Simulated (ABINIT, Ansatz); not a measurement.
# Rb2AlTlH6 (Fm-3m): changed settings of a GW run in ABINIT

What do changed inputs do to GW on Rb2AlTlH6 (Fm-3m)?

Method: LDA and many-body steps on it, plane waves, in ABINIT 10.8.3.

**1. Starting point**

Symmetry: Fm-3m, No. 225, cubic system. Conventional cell: a = 8.687 Å, b = 8.687 Å, c = 8.687 Å, α = 90.00°, β = 90.00°, γ = 90.00°. Rb has 12 H at 3.10 Å nearest. Nearest to Al lie 6 H at 1.79 Å. Nearest to Tl lie 6 H at 2.56 Å. Nearest to H lie 1 Al at 1.79 Å and 4 H at 2.53 Å and 1 Tl at 2.56 Å and 4 Rb at 3.10 Å. Farther neighbours are not listed.

The cell and positions are those that the Materials Project relaxed with its own functionals (PBE, PBE+U or r2SCAN), kept fixed. Spin-orbit coupling is left out unless a step names it.

**2. Screening, 2×2×2 mesh, 128 bands, screening to 114.3 eV**

This step: ABINIT 10.8.3; RPA screening on LDA, plane waves, norm-conserving pseudopotentials.

The RPA dielectric matrix is built and inverted for each q.

run.abi

```
acell 3*1.0 Angstrom
rprim 
  0.000000000000 4.343365000000 4.343365000000
  4.343365000000 -0.000000000000 4.343365000000
  4.343365000000 4.343365000000 -0.000000000000
ntypat 4
znucl 37 13 81 1
natom 10
typat 1 1 2 3 4 4 4 4 4 4
xred 
  0.250000000000 0.250000000000 0.250000000000
  0.750000000000 0.750000000000 0.750000000000
  0.500000000000 0.500000000000 0.500000000000
  0.000000000000 0.000000000000 -0.000000000000
  0.294156000000 0.705844000000 0.705844000000
  0.294156000000 0.705844000000 0.294156000000
  0.705844000000 0.294156000000 0.705844000000
  0.705844000000 0.705844000000 0.294156000000
  0.294156000000 0.294156000000 0.705844000000
  0.705844000000 0.294156000000 0.294156000000
pp_dirpath "pseudos"
pseudos "Rb.upf, Al.upf, Tl.upf, H.upf"
ecut 31
ngkpt 2 2 2
nshiftk 1
shiftk 0 0 0
kptopt 1
chksymbreak 0
istwfk *1
occopt 1
irdwfk 1
optdriver 3
nband 128
ecuteps 4.2
inclvkb 2
awtr 1
symchi 1
indata_prefix "in"
outdata_prefix "out"
tmpdata_prefix "tmp"
```

The run is started by

```console
$ OMP_NUM_THREADS=1 mpirun -n 4 abinit run.abi > log
```

Output:

```text
.Version 10.8.3 of ABINIT. v10.8.2 released Aug 2026.

 Symmetries : space group Fm -3 m (#225); Bravais cF (face-center cubic)
[... echo of the input left out ...]
== DATASET  1 ==================================================================
-   mpi_nproc: 4, omp_nthreads: 1 (-1 if OMP is not activated)

--- !DatasetInfo
iteration_state: {dtset: 1, }
dimensions: {natom: 10, nkpt: 3, mband: 128, nsppol: 1, nspinor: 1, nspden: 1, mpw: 9185, }
cutoff_energies: {ecut:  31.0, pawecutdg:  -1.0, }
electrons: {nelect:   4.00000000E+01, charge:   0.00000000E+00, occopt:   1.00000000E+00, tsmear:   1.00000000E-02, }

 SCREENING: Calculation of the susceptibility and dielectric matrices

 Based on a program developped by R.W. Godby, V. Olevano, G. Onida, and L. Reining.
 Incorporated in ABINIT by V. Olevano, G.-M. Rignanese, and M. Torrent.
.Using double precision arithmetic ; gwpc =  8

[... cell and pseudopotentials left out ...]
--------------------------------------------------------------------------------

 ==== K-mesh for the wavefunctions ====
 Number of points in the irreducible wedge :     3
[... list of points left out ...]
 Together with 48 symmetry operations and time-reversal symmetry
 yields     8 points in the full Brillouin Zone.

 ==== Q-mesh for the screening function ====
 Number of points in the irreducible wedge :     3
[... list of points left out ...]
 Together with 48 symmetry operations and time-reversal symmetry
 yields     8 points in the full Brillouin Zone.

 setmesh: FFT mesh size selected  =    40x   40x   40
          total number of points  =        64000

 vcoul_init : cutoff-mode = AUXILIARY_FUNCTION
 q-points for optical limit:   1
     1)      0.000010    0.000020    0.000030

- screening: taking advantage of time-reversal symmetry
- Maximum band index for partially occupied states nbvw = 20
- Remaining bands to be divided among processors   nbcw = 108
- Number of bands treated by each node ~27

 Number of electrons calculated from density =   40.0000; Expected =   40.0000
 average of density, n =  0.036170
 r_s =    1.8758
 omega_plasma =   18.3456 [eV]

 calculating chi0 at frequencies [eV] :
  1    0.000000E+00    0.000000E+00
  2    0.000000E+00    1.834564E+01

--------------------------------------------------------------------------------
  q-point number  1        q = ( 0.000000, 0.000000, 0.000000) [r.l.u.]
--------------------------------------------------------------------------------
[... chi0 elements left out ...]
 For q-point:  0.000010 0.000020 0.000030
  dielectric constant =   8.9822
  dielectric constant without local fields =  10.5499

  Average fulfillment of the sum rule on Im[epsilon] for q-point    1 :     71.06  [%]
[... wings left out ...]
  q-point number  2        q = ( 0.500000, 0.000000, 0.000000) [r.l.u.]
--------------------------------------------------------------------------------
[... chi0 elements left out ...]
  Average fulfillment of the sum rule on Im[epsilon] for q-point    2 :     79.29  [%]

 [... 1 further q-points ...]
```

The job ended after 24 s (4 MPI ranks of Arm Neoverse V1, shared host; peak memory 1.5 GiB; 96 s of CPU time).

This step gave:

| Quantity | Value |
| --- | --- |
| ε∞ with local fields, on this mesh, along the program's q direction | 8.982 |
| the same without local fields | 10.55 |
| plasma frequency | 18.35 eV |
| plane waves in the screening matrix | 459 |

Local fields lower ε∞ by 15 %. On a Γ-centred mesh this coarse the value itself is usually too large, while a short band sum pulls it down.

**3. Base**

The self-energy is evaluated for the states that the input lists, and the levels follow from it, in one-shot runs by the linearised quasiparticle equation.

This step: G0W0 on LDA, plane waves, norm-conserving pseudopotentials.

run.abi, as its differences from that of step 2:

```diff
@@ -31,8 +31,19 @@
 irdwfk 1
-optdriver 3
+optdriver 4
 nband 128
+gwcalctyp 0
+ecutsigx 31
+symsigma 1
+nkptgw 3
+kptgw 
+  0.5000000000 0.5000000000 0.0000000000
+  0.5000000000 0.0000000000 0.0000000000
+  0.0000000000 0.0000000000 0.0000000000
+bdgw 
+  19 22
+  18 23
+  19 23
 ecuteps 4.2
-inclvkb 2
-awtr 1
-symchi 1
+irdscr 1
+ppmodel 1
 indata_prefix "in"
```

Output:

```text
.Version 10.8.3 of ABINIT. v10.8.2 released Aug 2026.

 Symmetries : space group Fm -3 m (#225); Bravais cF (face-center cubic)
[... echo of the input left out ...]
== DATASET  1 ==================================================================
-   mpi_nproc: 4, omp_nthreads: 1 (-1 if OMP is not activated)

--- !DatasetInfo
iteration_state: {dtset: 1, }
dimensions: {natom: 10, nkpt: 3, mband: 128, nsppol: 1, nspinor: 1, nspden: 1, mpw: 9185, }
cutoff_energies: {ecut:  31.0, pawecutdg:  -1.0, }
electrons: {nelect:   4.00000000E+01, charge:   0.00000000E+00, occopt:   1.00000000E+00, tsmear:   1.00000000E-02, }

 SIGMA: Calculation of the GW corrections

 Based on a program developped by R.W. Godby, V. Olevano, G. Onida, and L. Reining.
 Incorporated in ABINIT by V. Olevano, G.-M. Rignanese, and M. Torrent.
.Using double precision arithmetic ; gwpc =  8

[... cell and pseudopotentials left out ...]
--------------------------------------------------------------------------------

 ==== K-mesh for the wavefunctions ====
 Number of points in the irreducible wedge :     3
[... list of points left out ...]
 Together with 48 symmetry operations and time-reversal symmetry
 yields     8 points in the full Brillouin Zone.

 ==== Q-mesh for screening function ====
 Number of points in the irreducible wedge :     3
[... list of points left out ...]
 Together with 48 symmetry operations and time-reversal symmetry
 yields     8 points in the full Brillouin Zone.

 vcoul_init : cutoff-mode = AUXILIARY_FUNCTION
 q-points for optical limit:   1
     1)      0.000010    0.000020    0.000030
 setmesh: FFT mesh size selected  =    60x   60x   60
          total number of points  =       216000

 Number of electrons calculated from density =   40.0000; Expected =   40.0000
 average of density, n =  0.036170
 r_s =    1.8758
 omega_plasma =   18.3456 [eV]

 === KS Band Gaps ===
  >>>> For spin  1
   Minimum direct gap =   1.8140 [eV], located at k-point      :   0.5000  0.5000  0.0000
   Fundamental gap    =   0.4013 [eV], Top of valence bands at :   0.5000  0.5000  0.0000
                                       Bottom of conduction at :   0.5000  0.0000  0.0000
 SIGMA fundamental parameters:
 PLASMON POLE MODEL  1
 number of plane-waves for SigmaX                 9185
 number of plane-waves for SigmaC and W            459
 number of plane-waves for wavefunctions          9185
 number of bands                                   128
 number of independent spin polarizations            1
 number of spinorial components                      1
 number of k-points in IBZ                           3
 number of q-points in IBZ                           3
 number of symmetry operations                      48
 number of k-points in BZ                            8
 number of q-points in BZ                            8
 number of frequencies for dSigma/dE                 9
 frequency step for dSigma/dE [eV]                0.25
 number of omega for Sigma on real axis              0
 max omega for Sigma on real axis  [eV]           0.00
 zcut for avoiding poles [eV]                     0.10

 EPSILON^-1 parameters (SCR file):
 dimension of the eps^-1 matrix on file            459
 dimension of the eps^-1 matrix used               459
 number of plane-waves for wavefunctions          9185
 number of bands                                   128
 number of q-points in IBZ                           3
 number of frequencies                               2
 number of real frequencies                          1
 number of imag frequencies                          1

 matrix elements of self-energy operator (all in [eV])

 Perturbative Calculation

--- !SelfEnergy_ee
iteration_state: {dtset: 1, }
kpoint     : [   0.500,    0.500,    0.000, ]
spin       : 1
KS_gap     :    1.814
QP_gap     :    2.892
Delta_QP_KS:    1.078
data: !SigmaeeData |
     Band     E0 <VxcDFT>   SigX SigC(E0)      Z dSigC/dE  Sig(E)    E-E0       E
       19   1.021 -11.193 -13.861   2.213   0.768  -0.303 -11.543  -0.350   0.672
       20   2.165 -11.838 -13.677   1.467   0.776  -0.289 -12.126  -0.288   1.877
       21   3.979  -9.184  -5.356  -2.844   0.802  -0.247  -8.394   0.790   4.769
       22   3.979  -9.184  -5.356  -2.844   0.802  -0.247  -8.394   0.790   4.769

--- !SelfEnergy_ee
iteration_state: {dtset: 1, }
kpoint     : [   0.500,    0.000,    0.000, ]
spin       : 1
KS_gap     :    2.698
QP_gap     :    3.801
Delta_QP_KS:    1.104
data: !SigmaeeData |
     Band     E0 <VxcDFT>   SigX SigC(E0)      Z dSigC/dE  Sig(E)    E-E0       E
       18  -0.236 -10.322 -13.136   2.321   0.762  -0.313 -10.697  -0.376  -0.612
       19  -0.236 -10.322 -13.136   2.321   0.762  -0.313 -10.697  -0.376  -0.612
[...]
--- !SelfEnergy_ee
iteration_state: {dtset: 1, }
kpoint     : [   0.000,    0.000,    0.000, ]
spin       : 1
KS_gap     :    3.500
QP_gap     :    4.547
Delta_QP_KS:    1.047
data: !SigmaeeData |
     Band     E0 <VxcDFT>   SigX SigC(E0)      Z dSigC/dE  Sig(E)    E-E0       E
[...]
21   4.155  -9.390  -5.698  -2.777   0.799  -0.252  -8.660   0.730   4.885
       22   4.155  -9.390  -5.698  -2.777   0.799  -0.252  -8.660   0.730   4.885
       23   4.155  -9.390  -5.698  -2.777   0.799  -0.252  -8.660   0.730   4.885

 New Fermi energy :        9.509135E-02 Ha ,    2.587568E+00 eV

 === QP Band Gaps ===
  >>>> For spin  1
   Minimum direct gap =   2.8922 [eV], located at k-point      :   0.5000  0.5000  0.0000
   Fundamental gap    =   1.4211 [eV], Top of valence bands at :   0.5000  0.5000  0.0000
                                       Bottom of conduction at :   0.5000  0.0000  0.0000

== END DATASET(S) ==============================================================
================================================================================

 -outvars: echo values of variables after computation  --------
           etotal      0.0000000000E+00
            nband         128
             nkpt           3
          spgroup         225
 [... the other variables as echoed above ...]

 Calculation completed.
```

The job ended after 24 s (4 MPI ranks; peak memory 1.2 GiB; 94 s of CPU time).

Numbers from this step:

* G0W0 gap on the points computed: 1.421 eV
* starting gap on the mesh: 0.4014 eV
* k of the valence top: 0.5, 0.5, 0
* k of the conduction bottom: 0.5, 0, 0
* Z at the valence top: 0.776
* Z at the conduction bottom: 0.808
* least direct G0W0 gap on the computed points: 2.892 eV

The gap on the mesh goes from 0.40 eV to 1.42 eV, a correction of +1.02 eV.

**4. Exchange cutoff of one hartree**

run.abi, as its differences from that of step 3:

```diff
@@ -34,3 +34,3 @@
 gwcalctyp 0
-ecutsigx 31
+ecutsigx 1
 symsigma 1
```

Output:

```text
.Version 10.8.3 of ABINIT. v10.8.2 released Aug 2026.

 Symmetries : space group Fm -3 m (#225); Bravais cF (face-center cubic)
[... echo of the input left out ...]
== DATASET  1 ==================================================================
-   mpi_nproc: 4, omp_nthreads: 1 (-1 if OMP is not activated)

--- !DatasetInfo
iteration_state: {dtset: 1, }
dimensions: {natom: 10, nkpt: 3, mband: 128, nsppol: 1, nspinor: 1, nspden: 1, mpw: 9185, }
cutoff_energies: {ecut:  31.0, pawecutdg:  -1.0, }
electrons: {nelect:   4.00000000E+01, charge:   0.00000000E+00, occopt:   1.00000000E+00, tsmear:   1.00000000E-02, }

 SIGMA: Calculation of the GW corrections

 Based on a program developped by R.W. Godby, V. Olevano, G. Onida, and L. Reining.
 Incorporated in ABINIT by V. Olevano, G.-M. Rignanese, and M. Torrent.
.Using double precision arithmetic ; gwpc =  8

[... cell and pseudopotentials left out ...]
--------------------------------------------------------------------------------

 ==== K-mesh for the wavefunctions ====
 Number of points in the irreducible wedge :     3
[... list of points left out ...]
 Together with 48 symmetry operations and time-reversal symmetry
 yields     8 points in the full Brillouin Zone.

 ==== Q-mesh for screening function ====
 Number of points in the irreducible wedge :     3
[... list of points left out ...]
 Together with 48 symmetry operations and time-reversal symmetry
 yields     8 points in the full Brillouin Zone.

 vcoul_init : cutoff-mode = AUXILIARY_FUNCTION
 q-points for optical limit:   1
     1)      0.000010    0.000020    0.000030
 setmesh: FFT mesh size selected  =    36x   36x   36
          total number of points  =        46656

 Number of electrons calculated from density =   40.0000; Expected =   40.0000
[...]
Perturbative Calculation

--- !SelfEnergy_ee
iteration_state: {dtset: 1, }
kpoint     : [   0.500,    0.500,    0.000, ]
spin       : 1
KS_gap     :    1.814
QP_gap     :    1.851
Delta_QP_KS:    0.037
data: !SigmaeeData |
     Band     E0 <VxcDFT>   SigX SigC(E0)      Z dSigC/dE  Sig(E)    E-E0       E
       19   1.021 -11.193 -12.531   2.302   0.794  -0.259 -10.428   0.765   1.787
       20   2.165 -11.838 -11.734   1.685   0.801  -0.249 -10.405   1.433   3.598
       21   3.979  -9.184  -4.415  -2.946   0.806  -0.240  -7.714   1.470   5.449
[...]
--- !SelfEnergy_ee
iteration_state: {dtset: 1, }
kpoint     : [   0.500,    0.000,    0.000, ]
spin       : 1
KS_gap     :    2.698
QP_gap     :    3.020
Delta_QP_KS:    0.322
data: !SigmaeeData |
     Band     E0 <VxcDFT>   SigX SigC(E0)      Z dSigC/dE  Sig(E)    E-E0       E
[...]
--- !SelfEnergy_ee
iteration_state: {dtset: 1, }
kpoint     : [   0.000,    0.000,    0.000, ]
spin       : 1
KS_gap     :    3.500
QP_gap     :    4.281
Delta_QP_KS:    0.780
data: !SigmaeeData |
     Band     E0 <VxcDFT>   SigX SigC(E0)      Z dSigC/dE  Sig(E)    E-E0       E
[...]
22   4.155  -9.390  -4.681  -2.867   0.804  -0.244  -7.910   1.480   5.635
       23   4.155  -9.390  -4.681  -2.867   0.804  -0.244  -7.910   1.480   5.635

 New Fermi energy :        1.375708E-01 Ha ,    3.743492E+00 eV

 === QP Band Gaps ===
  >>>> For spin  1
   Minimum direct gap =   1.8515 [eV], located at k-point      :   0.5000  0.5000  0.0000
   Fundamental gap    =   0.2910 [eV], Top of valence bands at :   0.5000  0.5000  0.0000
                                       Bottom of conduction at :   0.5000  0.0000  0.0000

== END DATASET(S) ==============================================================
================================================================================

 -outvars: echo values of variables after computation  --------
           etotal      0.0000000000E+00
            nband         128
             nkpt           3
          spgroup         225
 [... the other variables as echoed above ...]

 Calculation completed.
```

It took 5.7 s on 4 MPI ranks; peak memory 0.22 GiB.

The run ended normally, though the input holds a fault or crude settings.

The fault put into this input: exchange cutoff of one hartree. It printed a gap of 0.29 eV, an artefact of the input.

**5. Side by side**

Times are wall times on 4 MPI ranks of Arm Neoverse V1, shared host, good to a factor of about two. A run's time includes the screening step that it read.

| run | mesh | bands | screening cutoff (eV) | DFT gap (eV) | gap on the mesh (eV) | direct (eV) | ε∞ used | time |
| --- | --- | --- | --- | --- | --- | --- | --- | --- |
| base | 2×2×2 | 128 | 114.3 | 0.401 | 1.421 | 2.892 | 8.98 | 48 s |

**6. Outcome**

```yaml
base: 1.421 eV
known_limits: not at the basis limit; exchange with frozen shells missing; no spin-orbit coupling; coarse k mesh
```

In words: Bands and cutoff are finite, so the gap is not at the basis limit. The miss can reach some tenths of an eV and take either sign; the mesh is an error of its own. The 2×2×2 mesh is coarse for this cell, which bears on the long-range parts of exchange and screening. Where an edge is built on 6p states of lead, bismuth or thallium, scalar-relativistic gaps usually stand too wide, by a few tenths to over one eV. The norm-conserving file of at least one element keeps a d shell over frozen s and p shells of the same row. Exchange with those shells is missing from the self-energy, an error of 0.3 to 0.9 eV in cases checked, whose sign depends on which edge lies on those atoms. The many-body steps are scalar-relativistic: spin-orbit coupling is not in them.

[Paths, hosts, dates, memory and timing lines, banners, echoed tables and standing remarks are left out of the program output.]

[Logs are printed without paths, hosts, clocks, repeated set-up lines and the standing remarks that a program may print on its own settings, such as how far it seeks lower states.]

[Runs of the session that timed out or met a known fault of the program may be left out.]

[Hosts, paths, dates, database ids (printed as entryN), source tags and the programs' standing remarks are cut or masked in the printed files.]

[G0W0 gaps are taken among the corrected bands and points alone; a level outside them can change the order at an edge.]

[Where Ansatz stands beside ABINIT at settings called matched, ABINIT's density can come from a denser mesh and the files from another edition; pairs whose starting gaps differed by over 0.03 eV were left out, so agreement reads better than it is.]
